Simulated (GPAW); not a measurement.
# Near-edge structure at the Se K edge of TiSe (Pnma), part 2 of 3

What does one-electron theory with a core hole give for the Se K edge of TiSe (Pnma)?

GPAW 26.7.0; X-ray absorption from dipole matrix elements to empty bands, plane-wave PAW LDA.

So far. Step 2 (Ground state of the crystal): The mesh shows no gap, so the system is treated as a metal and the core electron is put at the Fermi level (neutral cell).

## 4. Spectrum with XCH, Se atom 1

The holes are 7.0 Å apart. In GPAW the data set carries the hole's charge, so charge=0 means a charged cell and charge=-1 a neutral one. The excited electron is kept in the cell, where it fills the lowest empty states and screens the hole. After the field has converged, empty bands are computed with the density fixed and the dipole matrix elements are summed.

The absorber has 1 Ti at 2.52 Å, 2 Ti at 2.56 Å, 2 Ti at 2.70 Å and 1 Ti at 2.78 Å (distorted trigonal prismatic, site symmetry m).

Input file xas.py:

```python
import numpy as np
from ase import Atoms
from ase.parallel import parprint, paropen
from gpaw import GPAW, PW, FermiDirac, Mixer, MixerDif, setup_paths
from gpaw.test import gen
setup_paths.insert(0, '.')
gen('Se', name='fch1s', xcname='LDA', corehole=(1, 0, 1), write_xml=True)
from gpaw.mpi import world
world.barrier()

atoms = Atoms('Se8Ti8',
    cell=[[0, 6.988, 0],
     [0, -3.494, -6.222],
     [-6.462, 3.494, 0]],
    scaled_positions=[[0.475, 0.42, 0.22],
     [0.975, 0.42, 0.22],
     [0.445, 0.92, 0.28],
     [0.945, 0.92, 0.28],
     [0.055, 0.08, 0.72],
     [0.555, 0.08, 0.72],
     [0.025, 0.58, 0.78],
     [0.525, 0.58, 0.78],
     [0.775, 0.81, 0.01],
     [0.275, 0.81, 0.01],
     [0.035, 0.31, 0.49],
     [0.535, 0.31, 0.49],
     [0.465, 0.69, 0.51],
     [0.965, 0.69, 0.51],
     [0.725, 0.19, 0.99],
     [0.225, 0.19, 0.99]],
    pbc=True)
atoms.calc = calc = GPAW(legacy_gpaw=True, mode=PW(430), xc='LDA', setups={0: 'fch1s'},
    kpts={'size': (3, 3, 3), 'gamma': True}, occupations=FermiDirac(0.1),
    charge=-1, mixer=Mixer(0.1, 5, 50), maxiter=150,
    convergence={'density': 0.0001}, txt='scf.txt')
energy = atoms.get_potential_energy() + calc.get_reference_energy()
ef = calc.get_fermi_level()
out = dict(energy=energy, fermi=ef, forces=atoms.get_forces().tolist())
parprint(f'all-electron energy {energy:.4f} eV, Fermi level {ef:.4f} eV')
ev = np.array([[calc.get_eigenvalues(k, s) for k in range(len(calc.get_ibz_k_points()))] for s in range(calc.get_number_of_spins())])
out['homo'], out['lumo'], out['counts'] = ev[ev < ef].max(), ev[ev > ef].min(), sorted(set((ev < ef).sum((0, 2)).tolist()))
out['filled'] = (ev[:, 0] < ef).sum(1).tolist()

from ase.units import Ha
from gpaw.xas import dipole_matrix_elements
nb = int(calc.get_number_of_electrons() / 2) + 210
top, nb = nb, nb + 8 + nb // 12
nscf = calc.fixed_density(kpts={'size': (3, 3, 3), 'gamma': True}, nbands=nb,
    convergence={'bands': top, 'eigenstates': 1e-5}, maxiter=60, txt='nscf.txt')
cell = atoms.cell.array
ops = [cell.T @ U.T @ np.linalg.inv(cell.T) for U in nscf.wfs.kd.symmetry.op_scc]
E = np.arange(-6, 34, 0.1)
fwhm = np.interp(E, [4, 25], [2.33, 3.5])
Y, X, zero, highest = 0, 0, 1e9, 1e9
for spin in range(nscf.get_number_of_spins()):
    wfs = nscf.wfs
    A = dipole_matrix_elements(wfs.setups[0])
    eps = np.zeros((wfs.kd.nibzkpts, nb))
    d = np.zeros((3, A.shape[1], wfs.kd.nibzkpts, nb), complex)
    for kpt in wfs.kpt_u:
        if kpt.s == spin and 0 in kpt.P_ani:
            eps[kpt.k] = kpt.eps_n * Ha
            d[:, :, kpt.k] = (kpt.weight * wfs.nspins / 2) ** 0.5 * np.inner(A, kpt.P_ani[0])
    world.sum(eps)
    world.sum(d)
    T = np.einsum('amkn,bmkn->abkn', d, d.conj()).real
    T = sum(np.einsum('ai,ijkn,bj->abkn', R, T, R) for R in ops) / len(ops)
    empty = eps > ef
    zero, highest = min(zero, eps[empty].min()), min(highest, eps[:, top - 1].min())
    lines = [(eps, T, empty)] if spin == 0 else lines + [(eps, T, empty)]
for eps, T, empty in lines:
    f = np.einsum('aakn->akn', T).reshape(3, -1)
    x = eps.ravel() - zero
    w = np.interp(x, E, fwhm) / 2.35482
    g = np.exp(-0.5 * ((E[:, None] - x) / w) ** 2) / (w * (2 * np.pi) ** 0.5)
    Y = Y + (f * empty.ravel()) @ g.T
    X = X + (f * ~empty.ravel()) @ g.T
out.update(E=E.round(2).tolist(), xas=Y.tolist(), xes=X.tolist(), zero=zero, valid=highest - zero, nk=len(eps), nb=nb)
for i in range(0, len(E), 10):
    parprint(f'{E[i]:7.2f}', *(f'{v:10.3e}' for v in Y[:, i]))
import json
with paropen('out.json', 'w') as f:
    json.dump(out, f)
```

Run with:

```sh
> OMP_NUM_THREADS=1 mpirun -n 4 gpaw python xas.py
```

Numbers of over 12 decimals in the logs are rounded to 6 here.

Output:

```text
Input parameters:
  charge: -1
  convergence: {density: 0.0001}
  kpts: {gamma: True,
         size: (3, 3, 3)}
  maxiter: 150
  mixer: {backend: pulay,
          beta: 0.1,
          method: separate,
          nmaxold: 5,
          weight: 50}
  mode: {ecut: 430.0,
         name: pw}
  occupations: {fixmagmom: False,
                name: fermi-dirac,
                width: 0.1}
  setups: {0: fch1s}

Initialize ...

[... PAW data sets ...]

Reference energy: -700847.799047  # eV

Spin-paired calculation

[... convergence settings ...]
Symmetries present (total): 1
  [... symmetry matrices ...]

27 k-points: 3 x 3 x 3 Monkhorst-Pack grid
14 k-points in the irreducible part of the Brillouin zone
       k-points in crystal coordinates                weights
   0:     0.00000000    0.00000000    0.00000000          1/27
   1:     0.00000000    0.00000000    0.33333333          2/27
   2:     0.00000000    0.33333333   -0.33333333          2/27
   3:     0.00000000    0.33333333    0.00000000          2/27
   4:     0.00000000    0.33333333    0.33333333          2/27
   5:     0.33333333   -0.33333333   -0.33333333          2/27
   6:     0.33333333   -0.33333333    0.00000000          2/27
   7:     0.33333333   -0.33333333    0.33333333          2/27
   8:     0.33333333    0.00000000   -0.33333333          2/27
   9:     0.33333333    0.00000000    0.00000000          2/27
          ...
  13:     0.33333333    0.33333333    0.33333333          2/27

Wave functions: Plane wave expansion
  Cutoff energy: 430.000 eV
  Number of coefficients (min, max): 5668, 5707
  Pulay-stress correction: 0.000000 eV/Ang^3 (de/decut=0.000000)
  Using FFTW library
  Wavefunction extrapolation:
    Improved wavefunction reuse through dual PAW basis

Occupation numbers: Fermi-Dirac:
  width: 0.1000  # eV

Eigensolver
   Davidson(niter=2)

Densities:
  Coarse grid: 35*35*36 grid
  Fine grid: 70*70*72 grid
  Total Charge: 0.000000

Density mixing:
  Method: separate
  Backend: pulay
  Linear mixing parameter: 0.1
  old densities: 5
  Width of damping distribution: 1.1
  Damping of long wavelength oscillations: 50

[... Hamiltonian set-up ...]
Number of atoms: 16
Number of atomic orbitals: 136
Number of bands in calculation: 91
Number of valence electrons: 145
Bands to converge: occupied

... initialized

Initializing position-dependent things.

Density initialized from atomic densities
Creating initial wave functions:
  91 bands from LCAO basis set

             Ti
                Se

          Ti  Se        Se
                  Ti
                   TiSe
              SeTi
                 Ti
           Se        Se  Ti

                   Se
                      Ti

Atomic positions and initial magnetic moments

Positions:
   0 Se    -1.421640    2.620500   -2.613240    ( 0.0000,  0.0000,  0.0000)
   1 Se    -1.421640    6.114500   -2.613240    ( 0.0000,  0.0000,  0.0000)
   2 Se    -1.809360    0.873500   -5.724240    ( 0.0000,  0.0000,  0.0000)
   3 Se    -1.809360    4.367500   -5.724240    ( 0.0000,  0.0000,  0.0000)
   4 Se    -4.652640    2.620500   -0.497760    ( 0.0000,  0.0000,  0.0000)
   5 Se    -4.652640    6.114500   -0.497760    ( 0.0000,  0.0000,  0.0000)
   6 Se    -5.040360    0.873500   -3.608760    ( 0.0000,  0.0000,  0.0000)
[...]
13 Ti    -3.295620    6.114500   -4.293180    ( 0.0000,  0.0000,  0.0000)
  14 Ti    -6.397380    7.861500   -1.182180    ( 0.0000,  0.0000,  0.0000)
  15 Ti    -6.397380    4.367500   -1.182180    ( 0.0000,  0.0000,  0.0000)

Unit cell:
           periodic     x           y           z      points  spacing
  1. axis:    yes    0.000000    6.988000    0.000000    35     0.1575
  2. axis:    yes    0.000000   -3.494000   -6.222000    35     0.1778
  3. axis:    yes   -6.462000    3.494000    0.000000    36     0.1795

  Lengths:   6.988000   7.135918   7.346120
  Angles:  103.466871  61.599934 119.316640

Effective grid spacing dv^(1/3) = 0.1854

iter:   1  -125.509028
iter:   2  -123.525810   -0.52  -1.25
iter:   3  -122.552196   -1.10  -1.35
iter:   4  -121.788211   -1.06  -1.44
iter:   5  -121.733962   -1.50  -1.63
iter:   6  -121.694794   -2.15  -1.75
iter:   7  -121.696042c  -2.37  -1.83
iter:   8  -121.680624c  -2.30  -1.97
iter:   9  -121.683555c  -2.33  -2.33
iter:  10  -121.685353c  -3.02  -2.45
iter:  11  -121.668551c  -2.71  -2.49
iter:  12  -121.667413c  -3.69  -2.83
iter:  13  -121.666933c  -4.26  -2.92
iter:  14  -121.666652c  -4.37  -2.98
iter:  15  -121.666514c  -4.88  -3.21
iter:  16  -121.666434c  -5.31  -3.43
iter:  17  -121.666425c  -5.91  -3.63
iter:  18  -121.666352c  -5.51  -3.71
iter:  19  -121.666361c  -6.02  -4.06c
iter:  20  -121.666355c  -6.47  -4.28c
iter:  21  -121.666354c  -6.89  -4.40c
iter:  22  -121.666350c  -7.07  -4.50c
iter:  23  -121.666353c  -7.32  -4.58c
iter:  24  -121.666353c  -7.50c -4.81c

Converged after 24 iterations.

Dipole moment: (0.261524, -0.134291, 0.029165) |e|*Ang

Energy contributions relative to reference atoms: (reference = -700847.799047)

Kinetic:       +132.470214
Potential:     -122.294555
External:        +0.000000
XC:            -130.674413
Entropy (-ST):   -0.304473
Local:           -1.015364
SIC:             +0.000000
--------------------------
Free energy:   -121.818589
Extrapolated:  -121.666353

Showing only first 2 kpts
 Kpt  Band  Eigenvalues  Occupancy
  0    70      9.03566    1.98904
  0    71      9.16638    1.96009
  0    72      9.51544    1.19907
  0    73      9.91245    0.05495

  1    70      8.92660    1.99630
  1    71      9.65024    0.55999
  1    72      9.72625    0.30773
[...]
Fermi level: 9.55579

No gap
No difference between direct/indirect transitions

Forces in eV/Ang:
  0 Se    0.26795   -0.00000   -0.03708
  1 Se    0.29893    0.00000   -0.01692
  2 Se   -0.22219   -0.00751   -0.00239
  3 Se   -0.22219    0.00751   -0.00239
  4 Se    0.17049   -0.00000    0.03533
  5 Se    0.25510    0.00000   -0.03230
  6 Se   -0.27051   -0.05140    0.04010
[...]
13 Ti    0.18299    0.00000   -0.25018
 14 Ti    0.12189    0.32888   -0.02802
 15 Ti    0.12189   -0.32888   -0.02802
Scalar-relativistic atomic LDA calculation for Se (Selenium, Z=34)
Core hole in 1s state (1s occupation: 1.0)
600 radial gridpoints.
|------------------------------------------------|
|------------------------------------------------|
[... the atom generator's iteration count ...]

Energy contributions:
-------------------------
Kinetic:    +1992.176532
XC:           -74.936171
Potential:  -3877.301897
-------------------------
Total:      -1960.061536

state      eigenvalue         ekin         rmax
-----------------------------------------------
1s^1.0 :  -473.814066   594.491378        0.029
2s^2.0 :   -62.777713   119.273514        0.162
2p^6.0 :   -56.419235   117.661311        0.128
3s^2.0 :    -8.945456    28.579454        0.490
3p^6.0 :    -6.765340    26.386029        0.482
3d^10.0:    -2.900021    21.587394        0.429
4s^2.0 :    -1.105925     4.504829        1.414
4p^4.0 :    -0.649487     3.202895        1.619
-----------------------------------------------
(units: Bohr and Hartree)

Generating PAW setup
Kinetic energy of the core from tauc = 1992.701229521997
Cutoffs:
rc(s)=1.600
rc(p)=1.900
rc(d)=1.600
rc(vbar)=1.440
rc(comp)=1.600
rc(nct)=1.900

Kinetic energy of the core states: 1970.355293
Charge: 1.0
Core electrons: 27.0
Valence electrons: 6.0
Pseudo-core charge: 0.688517
Shape function alpha=3.906
Pseudo-electron charge 7.123653
state    eigenvalue         norm
--------------------------------
4s(2) :    -1.105925     1.147115
*s    :    -0.105925
4p(4) :    -0.649487     1.035227
*p    :     0.350513
*d    :     0.000000
--------------------------------

Diagonalizing with gridspacing h=0.050

state   all-electron     PAW
-------------------------------
4s:      -1.105925    -1.106630
4p:      -0.649487    -0.650084
*d:                   -0.134651
*f:                   -0.017877
-------------------------------
all-electron energy -700969.4654 eV, Fermi level 9.5558 eV
[...]
31.00  1.036e-07  7.813e-08  8.136e-08
  32.00  1.016e-07  7.946e-08  9.014e-08
  33.00  9.932e-08  9.009e-08  1.029e-07
```

Run time: 5.3 min. Hardware: 4 MPI ranks of Arm Neoverse V2, shared host; peak memory 0.59 GiB; 21 min of CPU time.

The Se K spectrum, Se atom 1, excited-electron core hole (neutral cell) (energy from the lowest empty level; intensity scaled to a mean of 1 over the first 20 eV; polarised curves are means over the symmetry-equivalent atoms):

| E (eV) | isotropic | ε ∥ x | ε ∥ y | ε ∥ z |
| --- | --- | --- | --- | --- |
| -2.0 | 0.01 | 0.01 | 0.01 | 0.01 |
| -1.0 | 0.08 | 0.10 | 0.10 | 0.05 |
| 0.0 | 0.36 | 0.37 | 0.43 | 0.28 |
| 1.0 | 0.90 | 0.81 | 1.03 | 0.87 |
| 2.0 | 1.39 | 1.18 | 1.41 | 1.59 |
| 3.0 | 1.32 | 1.19 | 1.18 | 1.59 |
| 4.0 | 0.95 | 1.03 | 0.79 | 1.02 |
| 5.0 | 0.92 | 1.15 | 0.76 | 0.86 |
| 6.0 | 1.10 | 1.39 | 0.93 | 0.98 |
| 7.0 | 1.22 | 1.51 | 1.08 | 1.07 |
| 8.0 | 1.32 | 1.50 | 1.25 | 1.22 |
| 9.0 | 1.44 | 1.37 | 1.51 | 1.42 |
| 10.0 | 1.37 | 1.15 | 1.58 | 1.38 |
| 11.0 | 1.13 | 0.99 | 1.29 | 1.10 |
| 12.0 | 0.90 | 0.90 | 0.94 | 0.84 |
| 13.0 | 0.77 | 0.81 | 0.76 | 0.73 |
| 14.0 | 0.73 | 0.73 | 0.73 | 0.74 |
| 15.0 | 0.76 | 0.70 | 0.78 | 0.80 |
| 16.0 | 0.80 | 0.73 | 0.81 | 0.84 |
| 17.0 | 0.78 | 0.76 | 0.78 | 0.79 |
| 18.0 | 0.74 | 0.79 | 0.73 | 0.71 |
| 19.0 | 0.76 | 0.81 | 0.73 | 0.73 |
| 20.0 | 0.86 | 0.87 | 0.84 | 0.87 |
| 21.0 | 0.97 | 0.92 | 0.98 | 1.02 |
| 22.0 | 0.99 | 0.93 | 1.02 | 1.03 |
| 23.0 | 0.92 | 0.89 | 0.94 | 0.93 |
| 24.0 | 0.86 | 0.87 | 0.83 | 0.87 |
| 25.0 | 0.88 | 0.92 | 0.79 | 0.92 |
| 26.0 | 0.98 | 1.01 | 0.89 | 1.04 |
| 27.0 | 1.08 | 1.09 | 1.05 | 1.11 |
| 28.0 | 1.10 | 1.13 | 1.13 | 1.05 |
| 29.0 | 1.04 | 1.14 | 1.06 | 0.94 |
| 30.0 | 0.98 | 1.14 | 0.93 | 0.87 |
| 31.0 | 0.95 | 1.13 | 0.85 | 0.89 |
| 32.0 | 0.98 | 1.11 | 0.87 | 0.98 |

Main maxima below 30 eV (height): 2.4 eV (1.44), 9.2 eV (1.44), 16.2 eV (0.80), 21.6 eV (1.00) and 27.6 eV (1.11). A K edge sees empty p states; the first features are Se p mixed into the empty d states of the Ti neighbours, and the broad ones above probably into the cations' higher empty bands.

The energy difference (zero at 12672 eV) isn't read as a photon energy: for so heavy an absorber the terms left out (the hole's spin, the functional's error) amount to tens of eV or more.

## 5. Cell without a hole, the energy reference

The cell and mesh change for the next run, so it gets a reference energy of its own.

Input file scf.py:

```python
import numpy as np
from ase import Atoms
from ase.parallel import parprint, paropen
from gpaw import GPAW, PW, FermiDirac, Mixer, MixerDif, setup_paths
from gpaw.test import gen
setup_paths.insert(0, '.')
gen('Se', name='nch1s', xcname='LDA', corehole=(1, 0, 0), write_xml=True)
from gpaw.mpi import world
world.barrier()

atoms = Atoms('Se4Ti4',
    cell=[[0, 3.494, 0],
     [0, 0, 6.222],
     [6.462, 0, 0]],
    scaled_positions=[[0.75, 0.58, 0.78],
     [0.25, 0.08, 0.72],
     [0.75, 0.92, 0.28],
     [0.25, 0.42, 0.22],
     [0.75, 0.19, 0.99],
     [0.25, 0.69, 0.51],
     [0.75, 0.31, 0.49],
     [0.25, 0.81, 0.01]],
    pbc=True)
atoms.calc = calc = GPAW(legacy_gpaw=True, mode=PW(430), xc='LDA', setups={0: 'nch1s'},
    kpts={'size': (5, 3, 3), 'gamma': True}, occupations=FermiDirac(0.1),
    charge=0, mixer=Mixer(0.1, 5, 50), maxiter=150,
    convergence={'density': 0.0001}, txt='scf.txt')
energy = atoms.get_potential_energy() + calc.get_reference_energy()
ef = calc.get_fermi_level()
out = dict(energy=energy, fermi=ef, forces=atoms.get_forces().tolist())
parprint(f'all-electron energy {energy:.4f} eV, Fermi level {ef:.4f} eV')
ev = np.array([[calc.get_eigenvalues(k, s) for k in range(len(calc.get_ibz_k_points()))] for s in range(calc.get_number_of_spins())])
out['homo'], out['lumo'], out['counts'] = ev[ev < ef].max(), ev[ev > ef].min(), sorted(set((ev < ef).sum((0, 2)).tolist()))
out['filled'] = (ev[:, 0] < ef).sum(1).tolist()
import json
with paropen('out.json', 'w') as f:
    json.dump(out, f)
```

Run with:

```sh
> OMP_NUM_THREADS=1 mpirun -n 4 gpaw python scf.py
```

Output:

```text
Input parameters:
  convergence: {density: 0.0001}
  kpts: {gamma: True,
         size: (5, 3, 3)}
  maxiter: 150
  mixer: {backend: pulay,
          beta: 0.1,
          method: separate,
          nmaxold: 5,
          weight: 50}
  mode: {ecut: 430.0,
         name: pw}
  occupations: {fixmagmom: False,
                name: fermi-dirac,
                width: 0.1}
  setups: {0: nch1s}

Initialize ...

[...]
4s(2) :    -0.642093     1.095786
*s    :     0.357907
4p(4) :    -0.244602     1.027373
*p    :     0.755398
*d    :     0.000000
--------------------------------

Diagonalizing with gridspacing h=0.050

state   all-electron     PAW
-------------------------------
4s:      -0.642093    -0.642657
4p:      -0.244602    -0.244988
*d:                    0.040490
*f:                    0.073581
-------------------------------
all-electron energy -356820.5982 eV, Fermi level 9.3381 eV
[key lines of the parts left out:]
Converged after 18 iterations.
Dipole moment: (0.000000, 0.000000, -0.000000) |e|*Ang
Free energy:    -56.187316
Fermi level: 9.33811
```

Run time: 20 s. Hardware: 4 MPI ranks; peak memory 0.23 GiB; 79 s of CPU time.

[end of part 2 of 3]

[Banner, clock and machine lines of the logs are left out without a mark of their own.]

[Logs are printed without paths, hosts, clocks, repeated set-up lines and the standing remarks that a program may print on its own settings, such as how far it seeks lower states.]

[Hosts, paths, dates, database ids (printed as entryN), source tags and the programs' standing remarks are cut or masked in the printed files.]

[Lists of maxima count a maximum above −3 eV only where it reaches 4 % of the highest in the window and stands out from its surroundings by 2 % of it (1.5 % where it reaches 55 %); shoulders and weaker maxima are passed over, and of the rest the first, up to two pre-edge ones and the few strongest are named.]
